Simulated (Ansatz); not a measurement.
# LiCNO (R3m): phonons and vibrational spectra

Wanted: phonon frequencies of LiCNO (R3m) and what follows from them.

Main program and level: Ansatz 0.2.0; DFT PBEsol+D3(BJ), scalar-relativistic, plane waves, PAW.

## 1. Set-up

Symmetry: R3m, No. 160, trigonal system. The conventional cell has a = 3.288 Å, b = 3.288 Å, c = 14.286 Å, α = 90.00°, β = 90.00°, γ = 120.00°. Nearest to Li lie 3 N at 2.18 Å and 3 O at 2.28 Å. Nearest to C lie 1 N at 1.19 Å and 1 O at 1.23 Å. Nearest to N lie 1 C at 1.19 Å and 3 Li at 2.18 Å. Nearest to O lie 1 C at 1.23 Å and 3 Li at 2.28 Å. Farther neighbours and most contacts between anions are not listed.

## 2. Relaxation

The cell and atoms are relaxed, since residual forces and stress would shift the frequencies.

input.yaml

```yaml
crystal:
  lattice:
    - [1.6439881806, 0.9491570186, 4.7620539288]
    - [-1.6439881806, 0.9491570186, 4.7620539288]
    - [0.0, -1.8983140372, 4.7620539288]
  atoms:
    - { symbol: Li, position: [0.005259, 0.005259, 0.005259] }
    - { symbol: C, position: [0.497462, 0.497462, 0.497462] }
    - { symbol: "N", position: [0.41396, 0.41396, 0.41396] }
    - { symbol: O, position: [0.583319, 0.583319, 0.583319] }
kpoints:
  mp_grid: { grid: [9, 9, 9] }
hamiltonian:
  xc: pbesol
  dispersion: d3bj
scf:
  occupations: { method: gaussian, width: 0.02 }
output:
  forces: true
  stress: true
  eigenvalues: true
  write_density: true
  write_potential: true
  elf: true
  volumetric_format: npy
relax:
  adjacent_minimum: "off"
  f_tol: 0.005
  max_steps: 80
  cell: { stress_tol: 0.05 }
```

Run with:

```console
ansatz run input.yaml --threads 4 --pin off --max-ram 7168MiB --backend cpu --events-out ev --progress --plain --runs-dir out
```

Numbers of over 12 decimals in the logs are rounded to 6 here.

The log of the run:

```text
basis.fft_grid_basis auto: the FFT boxes are laid along the combinations [[1, -1, 0], [0, 1, 0], [0, -1, 1]] of the cell's own vectors, 3.288, 5.126 and 3.288 Å long. The dense box has 24×36×24 points. Along the cell's own vectors, as sized, it would have 36×36×36, 2.25 times as many. Of the 6 symmetry operations that the crystal satisfies within crystal.symmetry.tolerance (time reversal apart; of a slab, those that  [...]
Engine: ansatz 0.2.0, aarch64-unknown-linux-gnu
Pseudopotentials: kind: paw
Pseudopotential: Li, paw, valence charge 3, recommended cutoff 420 eV (normal), Li.paw.azcp
Pseudopotential: C, paw, valence charge 4, recommended cutoff 420 eV (normal), C.paw.azcp
Pseudopotential: N, paw, valence charge 5, recommended cutoff 420 eV (normal), N.paw.azcp
Pseudopotential: O, paw, valence charge 6, recommended cutoff 420 eV (normal), O.paw.azcp
Functional definition: PBEsol
  exchange = pbesol_x
  correlation = pbesol_c
Crystal: 4 atoms, lattice volume = 44.584 Å³
Basis set: ecut = 420 eV, 885 PW (Γ), FFT grids on a1−a2, a2, −a2+a3, exchange–correlation on 48×72×48 points (8 copies of the dense FFT grid, shifted against one another)
Bands: 13, of which v1, the nominal top of the filled ones, is band 9 counted from 1 (8 counted from 0)
Symmetry: 6 space group operations
Space group: R3m (ITA 160), of the structure as read, at distance tolerance 3.5e-5 Å
k-points: 85 of 729 (time reversal used)
Non-local potential: Li, projectors of the file, l = 0: 3, l = 1: 2, l = 2: 1
Non-local potential: C, projectors of the file, l = 0: 2, l = 1: 2, l = 2: 1
Non-local potential: N, projectors of the file, l = 0: 2, l = 1: 2, l = 2: 1
Non-local potential: O, projectors of the file, l = 0: 2, l = 1: 2, l = 2: 1
PAW form: soft (Blöchl's): semilocal exchange-correlation on the pseudo side does not see the compensation charge
PAW frozen core: C, regenerated for the run's functional, and the local potential with it (the file was generated under x = pbe(κ = 0.804, μ = 0.219515), c = pbe(β = 0.066725))
PAW frozen core: N, regenerated for the run's functional, and the local potential with it (the file was generated under x = pbe(κ = 0.804, μ = 0.219515), c = pbe(β = 0.066725))
PAW frozen core: O, regenerated for the run's functional, and the local potential with it (the file was generated under x = pbe(κ = 0.804, μ = 0.219515), c = pbe(β = 0.066725))
PAW one-centre angular grid: Li, 110 points (default); XC on 64 Gauss nodes
PAW one-centre angular grid: C, 110 points (default); XC on 64 Gauss nodes
PAW one-centre angular grid: N, 110 points (default); XC on 64 Gauss nodes
PAW one-centre angular grid: O, 110 points (default); XC on 64 Gauss nodes
Initial density: superposition of atomic densities (neutral atoms: chi_scale 0, normalization atom), corrected by the library's trained network
Initial wavefunctions: pseudopotential atomic-orbital guess
Functional: x = pbesol(κ = 0.804, μ = 0.123457), c = pbesol(β = 0.046)
SCF iter   1: F=—  HF=-1390.811325 eV  |F-HF|=—  |Δ(HF+E_count)|=         —  Δρ=8.60e-3  dr2=3.04e-2  ethr=1.77e-3  ⟨swp⟩=6.1  Hψ=6312  notcnv=0
preconditioner: auto → none  [insulator: Δε(μ)=4.552 eV  Ē_g=15.269 eV  σ=0.020 eV  W_gap=1.00  n_scr=8 (ndim 8)  ℏωp=22.2 eV  f_vac=0.015  D(μ)=0.00/eV (n_scr^D=0)  ε∞_Penn≈3.1]
SCF iter   2: F=—  HF=-1390.804695 eV  |F-HF|=—  |Δ(HF+E_count)|=   6.63e-3  Δρ=3.81e-3  dr2=6.87e-3  ethr=1.69e-4  ⟨swp⟩=2.0  Hψ=2720  notcnv=0
SCF iter   3: F=—  HF=-1390.803777 eV  |F-HF|=—  |Δ(HF+E_count)|=   9.18e-4  Δρ=1.68e-3  dr2=1.65e-3  ethr=3.82e-5  ⟨swp⟩=2.0  Hψ=2041  notcnv=0
SCF iter   4: F=—  HF=-1390.803602 eV  |F-HF|=—  |Δ(HF+E_count)|=   1.75e-4  Δρ=5.03e-4  dr2=9.73e-5  ethr=9.18e-6  ⟨swp⟩=2.0  Hψ=1230  notcnv=0
SCF iter   5: F=—  HF=-1390.803667 eV  |F-HF|=—  |Δ(HF+E_count)|=   6.48e-5  Δρ=2.63e-4  dr2=2.34e-5  ethr=5.40e-7  ⟨swp⟩=2.0  Hψ=1763  notcnv=0
SCF iter   6: F=—  HF=-1390.803687 eV  |F-HF|=—  |Δ(HF+E_count)|=   2.01e-5  Δρ=5.30e-5  dr2=4.96e-7  ethr=1.30e-7  ⟨swp⟩=2.8  Hψ=1964  notcnv=0
SCF iter   7: F=-1390.803690 eV  HF=-1390.803690 eV  |F-HF|=1.68e-8  |Δ(HF+E_count)|=   2.57e-6  Δρ=8.03e-6  dr2=1.41e-8  ethr=5.56e-10  ⟨swp⟩=9.3  Hψ=7748  notcnv=0
SCF 1 converged in 7 iterations: F = -1390.803690 eV  dr2 = 1.41e-8
  greatest PAW one-centre occupation: 1.000 electrons in one spin orbital (limit 2), on the Li atom at site 0 (counted from 0), in its partial waves of l = 0
relax step   1: F+E_penalty+E_count = -1390.80368991 eV  Δ(F+E_penalty+E_count) = +0.000e0 eV  max|allowed force component| = 5.429e-1 eV/Å  Δτ_max = 0.0000 Å  P = -3.376 GPa  Ω = 44.584 Å³  (7 SCF iters, dr2 threshold 1.00e-7 eV, accepted)
Crystal: 4 atoms, lattice volume = 42.873 Å³
Basis set: ecut = 420 eV, 861 PW (Γ), FFT grids on a1−a2, a2, −a2+a3, exchange–correlation on 48×72×48 points (8 copies of the dense FFT grid, shifted against one another)
Initial density: handed on by an earlier stage of this run
Initial wavefunctions: those handed on with the density
iter 1 solved again at ethr=9.40e-5 eV; its pass at ethr=3.10e-3 eV (dr2=1.69e-2 eV) is discarded
SCF iter   1: F=—  HF=-1390.836605 eV  |F-HF|=—  |Δ(HF+E_count)|=         —  Δρ=5.11e-3  dr2=1.68e-2  ethr=9.40e-5  ⟨swp⟩=1.0  Hψ=7056  notcnv=0
preconditioner: auto → none  [insulator: Δε(μ)=4.749 eV  Ē_g=15.527 eV  σ=0.020 eV  W_gap=1.00  n_scr=8 (ndim 8)  ℏωp=22.7 eV  f_vac=0.002  D(μ)=0.00/eV (n_scr^D=0)  ε∞_Penn≈3.1]
SCF iter   2: F=—  HF=-1390.832558 eV  |F-HF|=—  |Δ(HF+E_count)|=   4.05e-3  Δρ=1.43e-3  dr2=1.35e-3  ethr=9.32e-5  ⟨swp⟩=3.0  Hψ=2028  notcnv=0
SCF iter   3: F=—  HF=-1390.832271 eV  |F-HF|=—  |Δ(HF+E_count)|=   2.87e-4  Δρ=3.89e-4  dr2=5.39e-5  ethr=7.52e-6  ⟨swp⟩=3.0  Hψ=1942  notcnv=0
SCF iter   4: F=—  HF=-1390.832262 eV  |F-HF|=—  |Δ(HF+E_count)|=   9.38e-6  Δρ=6.24e-5  dr2=8.09e-7  ethr=3.00e-7  ⟨swp⟩=2.8  Hψ=1892  notcnv=0
iter 5 did not close the SCF: its close was put off for the readings that it lacked (scf_convergence_deferred on its scf_iter line)
SCF iter   5: F=-1390.832262 eV  HF=-1390.832262 eV  |F-HF|=2.91e-8  |Δ(HF+E_count)|=   3.69e-7  Δρ=1.28e-5  dr2=3.58e-8  ethr=4.50e-9  ⟨swp⟩=2.1  Hψ=1601  notcnv=0
SCF iter   6: F=-1390.832262 eV  HF=-1390.832262 eV  |F-HF|=4.03e-10  |Δ(HF+E_count)|=   3.71e-8  Δρ=1.52e-6  dr2=7.71e-10  ethr=1.99e-10  ⟨swp⟩=5.6  Hψ=6312  notcnv=0
SCF 2 converged in 6 iterations: F = -1390.832262 eV  dr2 = 7.71e-10
[...]
iter 5 did not close the SCF: its close was put off for the readings that it lacked (scf_convergence_deferred on its scf_iter line)
SCF iter   5: F=-1390.841281 eV  HF=-1390.841281 eV  |F-HF|=4.30e-10  |Δ(HF+E_count)|=   1.25e-7  Δρ=7.66e-6  dr2=1.66e-8  ethr=4.42e-9  ⟨swp⟩=2.4  Hψ=1775  notcnv=0
SCF iter   6: F=-1390.841281 eV  HF=-1390.841281 eV  |F-HF|=5.15e-10  |Δ(HF+E_count)|=   7.06e-9  Δρ=1.71e-6  dr2=8.19e-10  ethr=9.22e-11  ⟨swp⟩=6.1  Hψ=6461  notcnv=0
SCF 3 converged in 6 iterations: F = -1390.841281 eV  dr2 = 8.19e-10
relax step   3: F+E_penalty+E_count = -1390.84128126 eV  Δ(F+E_penalty+E_count) = -9.019e-3 eV  max|allowed force component| = 3.074e-2 eV/Å  Δτ_max = 0.0091 Å  P = +0.139 GPa  Ω = 41.662 Å³  energy of the carried Pulay correction = +1.181e-2 eV  (6 SCF iters, dr2 threshold 4.00e-7 eV, accepted)
[...]
relax step   4: F+E_penalty+E_count = -1390.84086876 eV  Δ(F+E_penalty+E_count) = +4.125e-4 eV  max|allowed force component| = 4.362e-3 eV/Å  Δτ_max = 0.0022 Å  P = -0.006 GPa  Ω = 41.782 Å³  energy of the carried Pulay correction = +1.131e-2 eV  (6 SCF iters, dr2 threshold 1.25e-7 eV, accepted)
[...]
relax step   5: F+E_penalty+E_count = -1390.83213542 eV  Δ(F+E_penalty+E_count) = +8.733e-3 eV  max|allowed force component| = 4.050e-3 eV/Å  Δτ_max = 0.0000 Å  P = -0.344 GPa  Ω = 41.782 Å³  stress off target by 3.54e-1 GPa  SCF on the basis re-selected at this cell (its energy is not comparable with the rows above)  (6 SCF iters)
[...]
relax step   6: F+E_penalty+E_count = -1390.83400630 eV  Δ(F+E_penalty+E_count) = -1.871e-3 eV  max|allowed force component| = 2.195e-2 eV/Å  Δτ_max = 0.0014 Å  P = +0.001 GPa  Ω = 41.440 Å³  energy of the carried Pulay correction = +1.521e-3 eV  (6 SCF iters, dr2 threshold 3.14e-7 eV, accepted)
[...]
relax step   7: F+E_penalty+E_count = -1390.83395916 eV  Δ(F+E_penalty+E_count) = +4.714e-5 eV  max|allowed force component| = 8.350e-3 eV/Å  Δτ_max = 0.0010 Å  P = +0.007 GPa  Ω = 41.449 Å³  energy of the carried Pulay correction = +1.463e-3 eV  (6 SCF iters, accepted)
[...]
relax step   8: F+E_penalty+E_count = -1390.83399700 eV  Δ(F+E_penalty+E_count) = -3.785e-5 eV  max|allowed force component| = 2.083e-3 eV/Å  Δτ_max = 0.0014 Å  P = -0.003 GPa  Ω = 41.442 Å³  energy of the carried Pulay correction = +1.496e-3 eV  (6 SCF iters, accepted)
iter 1 solved again at ethr=6.78e-8 eV; its pass at ethr=3.10e-3 eV (dr2=1.22e-5 eV) is discarded
SCF iter   1: F=—  HF=-1390.832661 eV  |F-HF|=—  |Δ(HF+E_count)|=         —  Δρ=5.95e-5  dr2=2.13e-7  ethr=6.78e-8  ⟨swp⟩=3.2  Hψ=9365  notcnv=0
preconditioner: auto → none  [insulator: Δε(μ)=4.707 eV  Ē_g=15.649 eV  σ=0.020 eV  W_gap=1.00  n_scr=8 (ndim 8)  ℏωp=23.1 eV  f_vac=0.002  D(μ)=0.00/eV (n_scr^D=0)  ε∞_Penn≈3.2]
SCF iter   2: F=—  HF=-1390.832654 eV  |F-HF|=—  |Δ(HF+E_count)|=   6.38e-6  Δρ=2.73e-5  dr2=3.82e-8  ethr=1.18e-9  ⟨swp⟩=2.0  Hψ=1870  notcnv=0
SCF iter   3: F=—  HF=-1390.832655 eV  |F-HF|=—  |Δ(HF+E_count)|=   9.73e-8  Δρ=4.84e-6  dr2=1.27e-9  ethr=2.12e-10  ⟨swp⟩=2.7  Hψ=1826  notcnv=0
iter 4 did not close the SCF: its close was put off for the readings that it lacked (scf_convergence_deferred on its scf_iter line)
SCF iter   4: F=-1390.832655 eV  HF=-1390.832655 eV  |F-HF|=3.14e-11  |Δ(HF+E_count)|=   3.67e-9  Δρ=4.06e-7  dr2=1.68e-11  ethr=7.04e-12  ⟨swp⟩=2.0  Hψ=1785  notcnv=0
iter 5 did not close the SCF: its close was put off for the readings that it lacked (scf_convergence_deferred on its scf_iter line)
SCF iter   5: F=-1390.832655 eV  HF=-1390.832655 eV  |F-HF|=4.55e-13  |Δ(HF+E_count)|=  3.27e-11  Δρ=5.53e-8  dr2=9.68e-13  ethr=1.00e-12  ⟨swp⟩=1.0  Hψ=1105  notcnv=0
iter 6 did not close the SCF: its close was put off for the readings that it lacked (scf_convergence_deferred on its scf_iter line)
SCF iter   6: F=-1390.832655 eV  HF=-1390.832655 eV  |F-HF|=0.00e0  |Δ(HF+E_count)|=    0.00e0  Δρ=2.60e-8  dr2=2.05e-13  ethr=1.00e-12  ⟨swp⟩=1.0  Hψ=1105  notcnv=0
iter 7 did not close the SCF: its close was put off for the readings that it lacked (scf_convergence_deferred on its scf_iter line)
SCF iter   7: F=-1390.832655 eV  HF=-1390.832655 eV  |F-HF|=2.27e-13  |Δ(HF+E_count)|=  2.27e-13  Δρ=1.34e-8  dr2=4.72e-14  ethr=1.00e-12  ⟨swp⟩=1.0  Hψ=1105  notcnv=0
SCF iter   8: F=-1390.832655 eV  HF=-1390.832655 eV  |F-HF|=4.55e-13  |Δ(HF+E_count)|=  6.82e-13  Δρ=2.62e-9  dr2=1.25e-15  ethr=1.00e-12  ⟨swp⟩=3.0  Hψ=3580  notcnv=0
SCF 9 converged in 8 iterations: F = -1390.832655 eV  dr2 = 1.25e-15
relax step   9: F+E_penalty+E_count = -1390.83265460 eV  Δ(F+E_penalty+E_count) = +1.342e-3 eV  max|allowed force component| = 1.816e-3 eV/Å  Δτ_max = 0.0000 Å  P = -0.033 GPa  Ω = 41.442 Å³  stress off target by 3.63e-2 GPa  SCF on the basis re-selected at this cell (its energy is not comparable with the rows above)  (8 SCF iters)
basis re-selected at this cell: Δ(F+E_penalty+E_count) = +1.342e-3 eV, ΔP = -0.029 GPa vs the last step (what re-selecting the basis moved, of the pressure what is left beyond the Pulay correction that the steps carried, after the strain that the cell walked since its last selection, with what the two solves' SCF thresholds leave and, on support functions, any second-order correction that the steps lacked; it is no m [...]
SCF converged after 8 iterations
Free energy (F): -1390.832655 eV
Harris-Foulkes:  -1390.832655 eV  (|F-HF|=4.55e-13)
Internal energy: -1390.832655 eV  (E = F + TS)
E sigma→0 (E₀):  -1390.832655 eV
Fermi energy:    4.651252 eV
--- Per-component energies (eV) ---
  E_band       = -163.325192
  E_kinetic    = 415.405720
  E_local      = -952.626904  (includes V_loc(G=0)·N_el)
  E_nonlocal   = 90.906109
  E_hartree    = 298.189999
  E_xc         = -188.072340
  E_vxc        = -238.898638  (∫ρ·V_xc dr)
  E_paw        = -390.702471  (= ΣΔE_a)
  E_vpaw       = -74.494085  (= ΣTr[D̂ρ^β])
  E_aug_tail   = 0.002609  (compensation charges beyond the density's cutoff)
  E_ewald      = -663.621092
  E_disp       = -0.398772  (pairwise vdW)
  E_core_change = 0.084487  (= ΣΔE_core)
  E_smearing   = -0.000000  (= −TS)
  E_closure    = -0.000000  (closes the sum)
  Σ components = -1390.832655   (vs F -1390.832655, Δ=0.00e0)
--- Forces (eV/Å), atoms counted from 1 ---
  atom   1  Li     0.00000000     0.00000000    -0.00007356
  atom   2  C     -0.00000000     0.00000000    -0.00147799
  atom   3  N      0.00000000    -0.00000000     0.00181597
  atom   4  O     -0.00000000     0.00000000    -0.00026461
  max |Σ_I F_I| component: 1.86e-7 eV/Å
--- Stress (GPa, compression-positive) ---
       -0.036298       0.000000       0.000000
        0.000000      -0.036298       0.000000
        0.000000       0.000000      -0.024931
  P = ⅓ Tr σ = -0.0325 GPa (-0.325 kbar)
--- Band table (eV; the first three rows and the last of 85) ---
  k-point 0: bands = [... 5 lower, -1.6468, -1.1989, 2.1453, 2.1453, 7.0047, 10.2631, 10.2631, 11.7856]
  k-point 1: bands = [... 5 lower, -1.6919, -1.1842, 1.8649, 2.0617, 7.4449, 9.9625, 10.2402, 12.2022]
  k-point 2: bands = [... 5 lower, -1.8044, -1.1617, 1.2525, 1.8601, 8.3555, 9.3690, 10.1867, 13.1880]
  k-point 84: bands = [... 5 lower, -1.8658, -1.7538, 2.0680, 2.2404, 7.7685, 9.7511, 9.9936, 12.9196]
--- Relaxed structure (7 steps of the walk, 7 accepted, 2 SCFs on fresh bases) ---
  F+E_penalty+E_count = -1390.83265460 eV   max|allowed force component| = 1.816e-3 eV/Å   (the final SCF, on the basis selected at the relaxed cell)
  cell:  # Å, volume = 41.4418 Å³
    - [1.590821, 0.918461, 4.727211]
    - [-1.590821, 0.918461, 4.727211]
    - [0, -1.836922, 4.727211]
  atoms:
    - { symbol: Li, position: [0.00538927, 0.00538927, 0.00538927] }
    - { symbol: C, position: [0.497529, 0.497529, 0.497529] }
    - { symbol: N, position: [0.413688, 0.413688, 0.413688] }
    - { symbol: O, position: [0.583394, 0.583394, 0.583394] }
```

Run time: 12 s. Hardware: 4 threads of Arm Neoverse V2, shared host; peak memory 0.41 GiB; 43 s of CPU time.

Step by step:

```
step  energy less that of the first step (eV)  largest force component (eV/Å)  pressure (GPa)  volume (Å³)
   1                                   0.0000                          0.5429           -3.38        44.58
   2                                  -0.0286                          0.1195           -1.32        42.87
   3                                  -0.0376                          0.0307            0.14        41.66
   4                                  -0.0372                          0.0044           -0.01        41.78
  5*                                  -0.0284                          0.0040           -0.34        41.78
   6                                  -0.0303                          0.0219            0.00        41.44
   7                                  -0.0303                          0.0083            0.01        41.45
   8                                  -0.0303                          0.0021            0.00        41.44
  9*                                  -0.0290                          0.0018           -0.03        41.44
```

Relaxation steps marked * repeat the geometry before them on a plane-wave basis chosen anew for their cell, so energy and pressure can jump there.

The run keeps the 6 symmetry operations that it works with, so distortions that break them were not tested.

```
conventional cell, symmetrised  before   after  change
                         a (Å)   3.288   3.182  -3.2 %
                         b (Å)   3.288   3.182  -3.2 %
                         c (Å)  14.286  14.182  -0.7 %
              volume (Å³/atom)   11.15   10.36  -7.0 %
```

The relaxed structure:

```xyz
4
Lattice="1.5908 0.9185 4.7272 -1.5908 0.9185 4.7272 0.0000 -1.8369 4.7272" Properties=species:S:1:pos:R:3 pbc="T T T"
Li    0.0000    0.0000    0.0764
C     0.0000    0.0000    7.0558
N     0.0000    0.0000    5.8668
O     0.0000    0.0000    8.2735
```

Numbers from this step:

```
pressure           : -0.03251 GPa
gap on the k-mesh  : 4.707 eV
volume per atom    : 10.36 Å³
direct gap on mesh : 4.859 eV
```

Valence density in the ac plane of the conventional cell at fractional y = 0.000, with atoms of Li and C and N and O within 0.2 Å of it. It is the smooth field of the valence electrons, not physical close to the nuclei.

Ten steps, logarithmic in the rise over the least value, from '0' (0.0 e/Å³) to '9' (6.5 e/Å³), each cell a mean:
```
76311112111147
00012333322100
00012333321100
00011233321100
00012333322100
00112334332100
00012333322100
00011122111000
55431100012345
99753100124689
98753100124689
77643100023567
87653210124577
88754211124678
88653211124578
44321100112334
00001112111000
00012333321100
00012333321100
00011233321100
00012333322100
00112334332110
43112333322123
98521111111379
```
Columns run along a (3.2 Å), rows up along c (14.2 Å), edges of the conventional cell, whose origin can differ from the input's. Atoms in or near the plane, at fractional coordinates: Li at (0.00, 0.01), C at (0.00, 0.50), N at (0.00, 0.41), O at (0.00, 0.58).

Electrostatic potential energy in the ac plane of the conventional cell at fractional y = 0.000, with atoms of Li and C and N and O within 0.2 Å of it. With pseudopotentials it is smooth inside the atoms' cores, unlike the true potential.

Values in eV, 24 rows by 14 columns, each cell a mean:
```
-17 -14  -6   2   5   7   7   8   7   6   4   0  -9 -15
  4   4   5   6   7   7   7   7   7   7   7   6   5   4
  7   7   7   7   7   6   5   5   6   6   7   7   7   7
  7   7   7   6   5   4   3   3   3   4   6   7   7   7
  8   8   8   7   6   5   4   4   4   5   7   7   8   8
  8   8   8   8   7   6   6   5   6   7   8   8   8   8
  8   8   8   8   7   6   5   5   5   6   7   8   8   8
  8   8   8   7   6   5   5   4   5   5   6   7   8   8
 -3   0   4   6   6   6   5   5   5   6   6   6   3  -1
-42 -37 -22  -2   6   7   7   7   7   7   5  -7 -28 -40
-45 -38 -20  -1   5   7   7   8   7   6   4  -6 -26 -40
-46 -43 -26  -6   3   6   7   7   7   5   1 -11 -33 -44
-46 -40 -21  -3   4   7   7   8   7   6   3  -7 -29 -42
-46 -43 -24  -3   6   8   8   8   8   7   4  -8 -32 -44
-38 -34 -17   0   6   7   6   6   7   6   5  -4 -24 -36
  4   5   6   7   6   5   4   4   5   5   6   7   6   4
  8   8   8   7   6   5   5   5   5   6   7   7   8   8
  8   8   8   8   7   6   6   6   6   7   7   8   8   8
  8   8   8   7   7   6   5   5   5   6   7   7   8   8
  8   7   7   6   5   4   3   2   3   4   6   7   7   7
  8   8   7   7   6   5   4   4   4   6   7   7   8   8
  7   7   7   7   7   7   6   6   6   7   7   7   7   7
 -4  -2   2   5   6   7   7   7   7   7   6   4   0  -3
-31 -25 -13  -2   4   6   7   8   7   6   3  -5 -18 -27
```
Columns run along a (3.2 Å; values clipped at the 3rd and 97th percentile), rows up along c (14.2 Å), edges of the conventional cell, whose origin can differ from the input's. Atoms in or near the plane, at fractional coordinates: Li at (0.00, 0.01), C at (0.00, 0.50), N at (0.00, 0.41), O at (0.00, 0.58).

[end of part 1 of 3]

[Logs are printed without paths, hosts, clocks, repeated set-up lines and the standing remarks that a program may print on its own settings, such as how far it seeks lower states.]

[Hosts, paths, dates, database ids (printed as entryN), source tags and the programs' standing remarks are cut or masked in the printed files.]
